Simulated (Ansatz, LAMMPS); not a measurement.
## Structural relaxation of glassy 72B2O3-28MgO (mol %) (104 atoms)

How does glassy 72B2O3-28MgO (mol %) (104 atoms) relax, and what do bonds, charges and levels look like afterwards?

Method: Kohn-Sham DFT, r2SCAN, PAW (set soft_2), plane waves, in Ansatz 0.2.0.

## 1. The starting structure

The cell holds 104 atoms: 36 B, 7 Mg and 61 O. Its edges and angles: a = 10.403 Å, b = 10.403 Å, c = 10.403 Å, α = 90.0°, β = 90.0°, γ = 90.0°. 104 atoms (36 B, 7 Mg, 61 O) placed at random at 2.08 g/cm³, melted at 3000 K for 20 ps at fixed volume with the Buckingham and Coulomb pair potential of Guillot and Sator (Geochim. Cosmochim. Acta 71, 1249 (2007)) with the boron terms of Wang et al. (J. Non-Cryst. Solids 498, 294 (2018)). Quenched from 3000 K to 300 K at 20 K/ps and fixed volume, held 10 ps at zero pressure.

Before any run, some limits are plain. The quench rate of 20 K/ps far exceeds what a furnace or splat quench reaches, so expect more defects and frozen-in strain than in a real sample. The starting topology of bonds comes from the classical model. Only the Γ point is sampled, in a cell whose shortest periodic width is 10 Å.

## 2. The classical run that made the cell

A classical potential supplies the starting structure, since it reaches far longer times than DFT.

This step: classical MD, Buckingham and Coulomb pair potential of Guillot and Sator (Geochim. Cosmochim. Acta 71, 1249 (2007)) with the boron terms of Wang et al. (J. Non-Cryst. Solids 498, 294 (2018)) (LAMMPS 22 Jul 2025 - Update 4).

Contents of in.lmp:

```
# melt-quench of B36Mg7O61
units metal
atom_style charge
boundary p p p
region box block 0 10.7069 0 10.7069 0 10.7069
create_box 3 box
mass 1 10.8100   # B
mass 2 24.3050   # Mg
mass 3 15.9990   # O
create_atoms 1 random 36 274245 NULL overlap 1.5 maxtry 2000
create_atoms 2 random 7 274252 NULL overlap 1.5 maxtry 2000
create_atoms 3 random 61 274259 NULL overlap 1.5 maxtry 2000
pair_style buck/coul/long 9.0
pair_coeff * * 0.0 1.0 0.0
pair_coeff 1 3 206941.81 0.124 35.0018   # B-O
pair_coeff 2 3 32652.64 0.178 27.281   # Mg-O
pair_coeff 3 3 9022.79 0.265 85.0921   # O-O
pair_coeff 1 1 484.40 0.35 0.0   # B-B
set type 1 charge 1.4175
set type 2 charge 0.945
set type 3 charge -0.945
kspace_style pppm 1.0e-4
neigh_modify delay 0 every 1 check yes
thermo_style custom step time temp pe press density
thermo_modify norm yes
timestep 0.001
thermo 100
min_style cg
minimize 1e-4 1e-4 200 2000
reset_timestep 0
velocity all create 3000 274246 mom yes dist gaussian
fix lim all nve/limit 0.05
fix lan all langevin 3000 3000 0.1 274247 zero yes
thermo 500
# [... 8 lines left out ...]
fix md all nvt temp 3000 300 0.1
run 135000 post no
unfix md
thermo 3333
fix md all npt temp 300 300 0.1 iso 0 0 1
run 10000 post no
unfix md
write_dump all custom glass.dump id type xs ys zs modify sort id
```

Run with:

```
$ lmp -in in.lmp -log none -nocite
```

The program printed:

```text
LAMMPS (22 Jul 2025 - Update 4)
Created orthogonal box = (0 0 0) to (10.7069 10.7069 10.7069)
Created 36 atoms
Created 7 atoms
Created 61 atoms
PPPM initialization ...
  G vector (1/distance) = 0.32728363
  grid = 9 9 9
  estimated relative force accuracy = 5.9894038e-05
   Step          Time           Temp          PotEng         Press         Density
         0   0              0             -1.0103718      988287.38      2.0769804
       100   0.1            0             -10.780579     -21283.277      2.0769804
       110   0.11           0             -10.79732      -28532.19       2.0769804
Loop time of 0.109517 s on 1 MPI rank(s) for 110 steps with 104 atoms
Minimization stats:
  Stopping criterion = energy tolerance
  Energy initial, next-to-last, final =
     -1.01037181084418  -10.7964277864827  -10.7973200258272
  Force two-norm initial, final = 360.3686 4.0331399
  Iterations, force evaluations = 110 182
   Step          Time           Temp          PotEng         Press         Density
         0   0              3000          -10.79732       6225.5057      2.0769804
       500   0.5            2848.5694     -10.585635      32244.829      2.0769804
      1000   1              3088.3453     -10.646577     -4659.0097      2.0769804
Loop time of 0.618901 s on 1 MPI rank(s) for 1000 steps with 104 atoms
   Step          Time           Temp          PotEng         Press         Density
      1000   1              3088.3453     -10.646577     -4659.0097      2.0769804
      3333   3.333          3038.8776     -10.620213      10019.586      2.0769804
      6666   6.666          2812.0622     -10.619351      5493.8849      2.0769804
      9999   9.999          3122.99       -10.580126      24779.934      2.0769804
     13332   13.332         3167.5927     -10.576302      38037.23       2.0769804
     16665   16.665         2749.0772     -10.656051      14654.004      2.0769804
[... 2 lines left out ...]
Loop time of 13.8312 s on 1 MPI rank(s) for 20000 steps with 104 atoms
   Step          Time           Temp          PotEng         Press         Density
[... 12 lines left out ...]
Loop time of 70.4954 s on 1 MPI rank(s) for 135000 steps with 104 atoms
   Step          Time           Temp          PotEng         Press         Density
[... 1 line left out ...]
    156651   156.651        309.27251     -11.03916      -7629.3195      2.2377181
    159984   159.984        268.37735     -11.045568      13546.58       2.3071043
    163317   163.317        323.99619     -11.045232     -5780.7758      2.2871077
    166000   166            287.15286     -11.042173      46.072793      2.2644437
Loop time of 5.84756 s on 1 MPI rank(s) for 10000 steps with 104 atoms
```

The job ended after 91 s (1 thread of Intel Xeon Platinum 8559C (Emerald Rapids), shared host; peak memory 0.072 GiB).

## 3. Single point at the start

A single point comes first, to see the forces before anything moves.

Contents of input.yaml:

```yaml
crystal:
  lattice:
    - [10.40289, 0.0, 0.0]
    - [0.0, 10.40289, 0.0]
    - [0.0, 0.0, 10.40289]
  atoms:
    - { symbol: B, position: [0.14536, 0.85299, 0.15566] }
    - { symbol: B, position: [0.45874, 0.50567, 0.97318] }
    - { symbol: B, position: [0.65459, 0.143, 0.17797] }
    - { symbol: B, position: [0.35102, 0.2027, 0.01175] }
    - { symbol: B, position: [0.91222, 0.35771, 0.82192] }
    - { symbol: B, position: [0.79717, 0.31354, 0.03771] }
    - { symbol: B, position: [0.41518, 0.67143, 0.77857] }
    - { symbol: B, position: [0.61509, 0.53609, 0.42121] }
    - { symbol: B, position: [0.02149, 0.03815, 0.79934] }
    - { symbol: B, position: [0.59134, 0.29491, 0.37361] }
    - { symbol: B, position: [0.02731, 0.06905, 0.05816] }
    - { symbol: B, position: [0.7056, 0.54674, 0.06784] }
    - { symbol: B, position: [0.64366, 0.7917, 0.7247] }
    - { symbol: B, position: [0.21818, 0.41818, 0.62809] }
    - { symbol: B, position: [0.5609, 0.15822, 0.58806] }
    - { symbol: B, position: [0.79687, 0.78582, 0.10841] }
    - { symbol: B, position: [0.6022, 0.91976, 0.50131] }
    - { symbol: B, position: [0.29073, 0.46032, 0.16987] }
    - { symbol: B, position: [0.37659, 0.11466, 0.2626] }
    - { symbol: B, position: [0.17985, 0.30605, 0.85002] }
    - { symbol: B, position: [0.02774, 0.24118, 0.24473] }
    - { symbol: B, position: [0.93329, 0.43065, 0.36423] }
    - { symbol: B, position: [0.05627, 0.03259, 0.3721] }
    - { symbol: B, position: [0.99078, 0.60234, 0.89102] }
    - { symbol: B, position: [0.30194, 0.3195, 0.39436] }
    - { symbol: B, position: [0.39862, 0.79767, 0.14382] }
    - { symbol: B, position: [0.43262, 0.71557, 0.39745] }
    - { symbol: B, position: [0.04697, 0.63796, 0.64628] }
    - { symbol: B, position: [0.82308, 0.8897, 0.35253] }
    - { symbol: B, position: [0.25626, 0.75968, 0.58748] }
    - { symbol: B, position: [0.57497, 0.94596, 0.02001] }
    - { symbol: B, position: [0.85221, 0.63763, 0.46573] }
    - { symbol: B, position: [0.84483, 0.28223, 0.57017] }
    - { symbol: B, position: [0.49821, 0.09949, 0.82593] }
    - { symbol: B, position: [0.08711, 0.63339, 0.13564] }
    - { symbol: B, position: [0.26615, 0.00405, 0.71045] }
    - { symbol: Mg, position: [0.83599, 0.97473, 0.5602] }
    - { symbol: Mg, position: [0.08593, 0.7684, 0.40053] }
    - { symbol: Mg, position: [0.76158, 0.1308, 0.7958] }
    - { symbol: Mg, position: [0.56863, 0.89027, 0.2624] }
    - { symbol: Mg, position: [0.80156, 0.53393, 0.70559] }
    - { symbol: Mg, position: [0.89202, 0.81773, 0.81118] }
    - { symbol: Mg, position: [0.3413, 0.94414, 0.44933] }
    - { symbol: O, position: [0.7527, 0.21714, 0.12099] }
    - { symbol: O, position: [0.8807, 0.34767, 0.46027] }
    - { symbol: O, position: [0.42954, 0.73194, 0.2532] }
    - { symbol: O, position: [0.7478, 0.7152, 0.76674] }
    - { symbol: O, position: [0.26272, 0.36857, 0.51225] }
    - { symbol: O, position: [0.01872, 0.18578, 0.12078] }
    - { symbol: O, position: [0.71939, 0.59215, 0.48232] }
    - { symbol: O, position: [0.86187, 0.7764, 0.43169] }
    - { symbol: O, position: [0.92022, 0.61644, 0.58311] }
    - { symbol: O, position: [0.27741, 0.90096, 0.62101] }
    - { symbol: O, position: [0.99656, 0.36528, 0.26962] }
    - { symbol: O, position: [0.78532, 0.43774, 0.08914] }
    - { symbol: O, position: [0.86536, 0.34327, 0.68986] }
    - { symbol: O, position: [0.56991, 0.16123, 0.71846] }
    - { symbol: O, position: [0.66326, 0.87586, 0.62433] }
    - { symbol: O, position: [0.02939, 0.67556, 0.7866] }
    - { symbol: O, position: [0.08156, 0.74392, 0.20606] }
    - { symbol: O, position: [0.12272, 0.51214, 0.63634] }
    - { symbol: O, position: [0.51989, 0.75607, 0.7668] }
    - { symbol: O, position: [0.40726, 0.58012, 0.87494] }
    - { symbol: O, position: [0.74256, 0.6633, 0.11848] }
    - { symbol: O, position: [0.14205, 0.04683, 0.74578] }
    - { symbol: O, position: [0.23922, 0.2461, 0.95143] }
    - { symbol: O, position: [0.56712, 0.26525, 0.50521] }
    - { symbol: O, position: [0.91946, 0.98164, 0.73079] }
    - { symbol: O, position: [0.70554, 0.94021, 0.40342] }
    - { symbol: O, position: [0.01908, 0.6322, 0.01696] }
    - { symbol: O, position: [0.26955, 0.82957, 0.12194] }
    - { symbol: O, position: [0.82408, 0.29057, 0.90567] }
    - { symbol: O, position: [0.80455, 0.8687, 0.21417] }
    - { symbol: O, position: [0.15737, 0.94951, 0.38952] }
    - { symbol: O, position: [0.07317, 0.16478, 0.34394] }
    - { symbol: O, position: [0.58971, 0.527, 0.00074] }
    - { symbol: O, position: [0.38359, 0.45421, 0.07142] }
    - { symbol: O, position: [0.38047, 0.04599, 0.77486] }
    [... 20 atom lines left out ...]
    - { symbol: O, position: [0.58466, 0.19946, 0.27967] }
    - { symbol: O, position: [0.98887, 0.05081, 0.92788] }
    - { symbol: O, position: [0.30541, 0.39606, 0.2853] }
    - { symbol: O, position: [0.91698, 0.49062, 0.85926] }
    - { symbol: O, position: [0.45824, 0.18891, 0.93325] }
    - { symbol: O, position: [0.25284, 0.35376, 0.74272] }
kpoints:
  mp_grid: { grid: [1, 1, 1] }
hamiltonian:
  xc: r2scan
scf:
  occupations: { method: fixed }
output:
  forces: true
  stress: true
  populations: true
  dos:
    method: { smearing: { sigma: 0.1 } }
    de: 0.1
    projected: { site_lists: { B: [B], Mg: [Mg], O: [O] } }
  eigenvalues: true
```

Run with:

```
$ ansatz run input.yaml --threads 4 --pin off --max-ram 8192MiB --backend cpu --events-out ev --progress --plain --runs-dir out
```

The program printed:

```text
Engine: ansatz 0.2.0, x86_64-unknown-linux-gnu
Pseudopotentials: kind: paw
Pseudopotential: B, paw, valence charge 3, recommended cutoff 500 eV (meta_gga), B.paw.azcp
Pseudopotential: Mg, paw, valence charge 10, recommended cutoff 500 eV (meta_gga), Mg.paw.azcp
Pseudopotential: O, paw, valence charge 6, recommended cutoff 500 eV (meta_gga), O.paw.azcp
[... 6 lines on functional and potentials left out ...]
Crystal: 104 atoms, lattice volume = 1125.802 Å³
Basis set: ecut = 500 eV, 28425 PW (Γ), exchange–correlation on 320×320×320 points (64 copies of the dense FFT grid, shifted against one another)
Bands: 376, of which v1, the nominal top of the filled ones, is band 272 counted from 1 (271 counted from 0)
Symmetry: 1 space group operations
Space group: P1 (ITA 1), of the structure as read, at distance tolerance 1.0e-4 Å
k-points: 1
[... 10 lines on functional and potentials left out ...]
Initial density: superposition of atomic densities (neutral atoms: chi_scale 0, normalization atom), corrected by the library's trained network
Initial wavefunctions: pseudopotential atomic-orbital guess
Functional: x = r2scan, c = r2scan; τ floored in thin density (d = 2e-4 eV/Å³)
SCF iter   1: F=—  HF=-53892.325372 eV  |F-HF|=—  |Δ(HF+E_count)|=         —  Δρ=1.02e-2  dr2=1.08e0  dr2_τ=1.03e1  ethr=1.77e-3  ⟨swp⟩=5.0  Hψ=1321  notcnv=0  defer=100
preconditioner: auto → Resta (q_TF=auto, 2.417 Å⁻¹)  ε∞=2.9  [insulator: Δε(μ)=4.211 eV  Ē_g=17.971 eV  n_scr=256 (ndim 8)  ℏωp=24.4 eV  f_vac=0.155  ε∞_Penn≈2.9]
SCF iter   2: F=—  HF=-53895.762467 eV  |F-HF|=—  |Δ(HF+E_count)|=    3.44e0  Δρ=5.67e-3  dr2=2.41e-1  dr2_τ=2.17e-2  ethr=1.98e-4  ⟨swp⟩=3.0  Hψ=684  notcnv=0  defer=102
SCF iter   3: F=—  HF=-53895.737353 eV  |F-HF|=—  |Δ(HF+E_count)|=   2.51e-2  Δρ=1.37e-3  dr2=1.96e-2  dr2_τ=3.47e-3  ethr=4.43e-5  ⟨swp⟩=3.0  Hψ=465  notcnv=0  defer=102
SCF iter   4: F=—  HF=-53895.736854 eV  |F-HF|=—  |Δ(HF+E_count)|=   4.98e-4  Δρ=5.23e-4  dr2=2.45e-3  dr2_τ=4.21e-4  ethr=3.61e-6  ⟨swp⟩=3.0  Hψ=526  notcnv=0  defer=102
SCF iter   5: F=—  HF=-53895.736670 eV  |F-HF|=—  |Δ(HF+E_count)|=   1.84e-4  Δρ=1.74e-4  dr2=3.86e-4  dr2_τ=3.07e-5  ethr=4.50e-7  ⟨swp⟩=3.0  Hψ=473  notcnv=0  defer=102
SCF iter   6: F=—  HF=-53895.736809 eV  |F-HF|=—  |Δ(HF+E_count)|=   1.38e-4  Δρ=8.27e-5  dr2=7.02e-5  dr2_τ=8.43e-6  ethr=7.10e-8  ⟨swp⟩=3.0  Hψ=532  notcnv=0  defer=102
SCF iter   7: F=—  HF=-53895.734642 eV  |F-HF|=—  |Δ(HF+E_count)|=   2.17e-3  Δρ=2.28e-5  dr2=5.77e-6  dr2_τ=6.97e-7  ethr=1.29e-8  ⟨swp⟩=3.0  Hψ=561  notcnv=0  defer=102
SCF iter   8: F=—  HF=-53895.734646 eV  |F-HF|=—  |Δ(HF+E_count)|=   4.21e-6  Δρ=8.65e-6  dr2=8.79e-7  dr2_τ=7.23e-8  ethr=1.06e-9  ⟨swp⟩=2.0  Hψ=521  notcnv=0  defer=102
SCF iter   9: F=—  HF=-53895.734646 eV  |F-HF|=—  |Δ(HF+E_count)|=   5.45e-7  Δρ=3.09e-6  dr2=1.04e-7  dr2_τ=1.17e-8  ethr=1.62e-10  ⟨swp⟩=2.0  Hψ=513  notcnv=0  defer=102
SCF iter  10: F=-53895.734646 eV  HF=-53895.734646 eV  |F-HF|=1.23e-8  |Δ(HF+E_count)|=   8.15e-8  Δρ=1.60e-6  dr2=2.80e-8  dr2_τ=3.34e-9  ethr=1.84e-11  ⟨swp⟩=22.0  Hψ=2664  notcnv=0
SCF 1 converged in 10 iterations: F = -53895.734646 eV  dr2 = 2.80e-8
  greatest PAW one-centre occupation: 1.000 electrons in one spin orbital (limit 2), on the Mg atom at site 41 (counted from 0), in its partial waves of l = 0
SCF converged after 10 iterations
Free energy (F): -53895.734646 eV
Harris-Foulkes:  -53895.734646 eV  (|F-HF|=1.23e-8)
Internal energy: -53895.734646 eV  (E = F + TS)
E sigma→0 (E₀):  -53895.734646 eV
Fermi energy:    3.214433 eV
--- Per-component energies (eV) ---
  E_band       = -5393.128313
  E_kinetic    = 13056.266749
  E_local      = -47843.667585  (includes V_loc(G=0)·N_el)
  E_nonlocal   = 3965.796378
  E_hartree    = 17893.915333
  E_xc         = -5739.854456
  E_vxc        = -8156.951622  (∫ρ·V_xc dr)
  E_paw        = -14767.715340  (= ΣΔE_a)
  E_vpaw       = -2727.499404  (= ΣTr[D̂ρ^β])
  E_aug_tail   = 0.065153  (compensation charges beyond the density's cutoff)
  E_vtau       = 525.045084  (kinetic-family band-sum trace: ∫τ·v_τ [+ j·A + Jᵃ·Aᵃ] dr)
  E_ewald      = -20457.745113
  E_core_change = -2.795767  (= ΣΔE_core)
  E_smearing   = -0.000000  (= −TS)
  E_closure    = 0.000000  (closes the sum)
  Σ components = -53895.734646   (vs F -53895.734646, Δ=0.00e0)
--- Forces (eV/Å), atoms counted from 1 ---
  atom   1  B      0.92924599     0.78996046    -1.74585399
  atom   2  B      0.51727086     3.04624823     1.31950130
  atom   3  B      0.53944820     2.58917314    -1.67483767
  atom   4  B      0.53519747    -0.95396061    -1.48962496
  atom   5  B      4.39307873    -0.63917991     0.76116002
  atom   6  B     -1.97520466     1.13753374     1.18060248
  atom   7  B      0.87158144     1.24160434    -1.34361063
  atom   8  B     -0.57162973     1.38916926    -0.23628211
  atom   9  B      1.48764891    -1.08060591     0.24573296
  atom  10  B      0.57705454     0.86234100     1.60438406
  atom  11  B      1.28571474    -0.50492368    -0.22687309
  atom  12  B     -0.21948169    -0.89205141    -0.13615563
  atom  13  B     -1.31662137    -3.39392836     0.16900016
  atom  14  B     -2.05033442     0.31921662     1.46041622
[...]
atom 103  O      0.84619645     0.15310190     0.31868053
  atom 104  O     -0.26274824    -0.21239910     0.35414691
  max |Σ_I F_I| component: 1.23e-4 eV/Å
--- Stress (GPa, compression-positive) ---
       -7.860728       0.917870       0.670041
        0.917877      -9.770658      -0.184892
        0.670034      -0.184896     -11.930808
  P = ⅓ Tr σ = -9.8541 GPa (-98.541 kbar)
--- Band table (eV) ---
  k-point 0: bands = ["-75.7293", "-74.3660", "-74.2904", "-74.0972", [... 360 levels ...], "15.2101", "15.2150", "15.2829", "15.4044", "15.4236", "15.4815", "15.5434", "15.5564", "15.5995", "15.6480", "15.7070", "15.7503"]
--- Löwdin populations: 104 sites ---
  site symbol       q [e]
     0      B      2.2810
     1      B      2.2570
     2      B      2.2565
[...]
103      O      6.4627
  spilling = 0.008253 (of n_electrons = 544.000000)
```

It took 33 s on 4 threads of Intel Xeon Platinum 8559C (Emerald Rapids), shared host; peak memory 3.4 GiB.

The run gave:

| Item | Value |
| --- | --- |
| free energy | -53895.7346 eV |
| free energy per atom | -518.2282 eV/atom |
| SCF cycles | 10 |
| pressure | -9.854 GPa |
| r.m.s. force component | 1.112 eV/Å |
| longest force | 4.573 eV/Å |
| Fermi energy | 3.214 eV |
| gap (highest filled to lowest empty level) | 4.064 eV |
| spilling of the projection | 0.008253 |

The r.m.s. force component of 1.1 eV/Å and the pressure of -9.9 GPa set the starting point.

Neighbours are counted within 1.83 Å (O-B), 2.73 Å (O-Mg).

Length of the force by element and coordination:

```tsv
element	coordination	atoms	mean length of the force (eV/Å)	spread	least	most
B	all	36	2.38	0.959	0.840	4.57
B	3	28	2.26	0.915	0.840	4.57
B	4	8	2.78	1.00	1.19	4.50
Mg	all	7	1.04	0.431	0.596	1.74
Mg	4	1	1.74	0	1.74	1.74
Mg	5	2	1.15	0.470	0.682	1.62
Mg	6	2	0.693	0.097	0.596	0.789
Mg	7	2	0.927	0.171	0.756	1.10
O	all	61	1.37	0.650	0.273	3.81
O	2	33	1.17	0.693	0.273	3.81
O	3	22	1.66	0.549	0.770	2.85
O	4	6	1.40	0.147	1.21	1.64
```

(Part 1 of 3 ends here.)

[Logs are printed without paths, hosts, clocks, repeated set-up lines and the standing remarks that a program may print on its own settings, such as how far it seeks lower states.]

[Hosts, paths, dates, database ids (printed as entryN), source tags and the programs' standing remarks are cut or masked in the printed files.]
